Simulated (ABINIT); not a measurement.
Planning a run of ABINIT 10.8.3 on TiO2 (Rutile). The input:

```
acell 3*1.0 Angstrom
rprim 
  4.592200000000 0.000000000000 0.000000000000
  0.000000000000 4.592200000000 0.000000000000
  0.000000000000 0.000000000000 2.957400000000
ntypat 2
znucl 22 8
natom 6
typat 1 1 2 2 2 2
xred 
  0.000000000000 0.000000000000 0.000000000000
  0.500000000000 0.500000000000 0.500000000000
  0.304960000000 0.304960000000 0.000000000000
  0.195040000000 0.804960000000 0.500000000000
  0.695040000000 0.695040000000 0.000000000000
  0.804960000000 0.195040000000 0.500000000000
pp_dirpath "pseudos"
pseudos "Ti.upf, O.upf"
ecut 38
ngkpt 4 4 4
nshiftk 1
shiftk 0 0 0
kptopt 1
chksymbreak 0
istwfk *1
occopt 1
irdwfk 1
optdriver 4
nband 210
gwcalctyp 0
ecutsigx 38
symsigma 1
nkptgw 1
kptgw 
  0.0000000000 0.0000000000 0.0000000000
bdgw 
  22 26
ecuteps 7
irdscr 1
ppmodel 1
indata_prefix "in"
outdata_prefix "out"
tmpdata_prefix "tmp"
```

```sh
OMP_NUM_THREADS=1 mpirun -n 16 abinit run.abi > log
```

**Question.** Estimate wall time and host memory on 16 MPI ranks of Arm Neoverse N1, shared host.

It took 22 s; on shared hardware allow 11 s to 44 s. Peak host memory was 5.9 GiB.

[Paths, hosts, dates, memory and timing lines, banners, echoed tables and standing remarks are left out of the program output.]

[Logs are printed without paths, hosts, clocks, repeated set-up lines and the standing remarks that a program may print on its own settings, such as how far it seeks lower states.]

[Runs of the session that timed out or met a known fault of the program may be left out.]

[Hosts, paths, dates, database ids (printed as entryN), source tags and the programs' standing remarks are cut or masked in the printed files.]

[G0W0 gaps are taken among the corrected bands and points alone; a level outside them can change the order at an edge.]

[Where Ansatz stands beside ABINIT at settings called matched, ABINIT's density can come from a denser mesh and the files from another edition; pairs whose starting gaps differed by over 0.03 eV were left out, so agreement reads better than it is.]
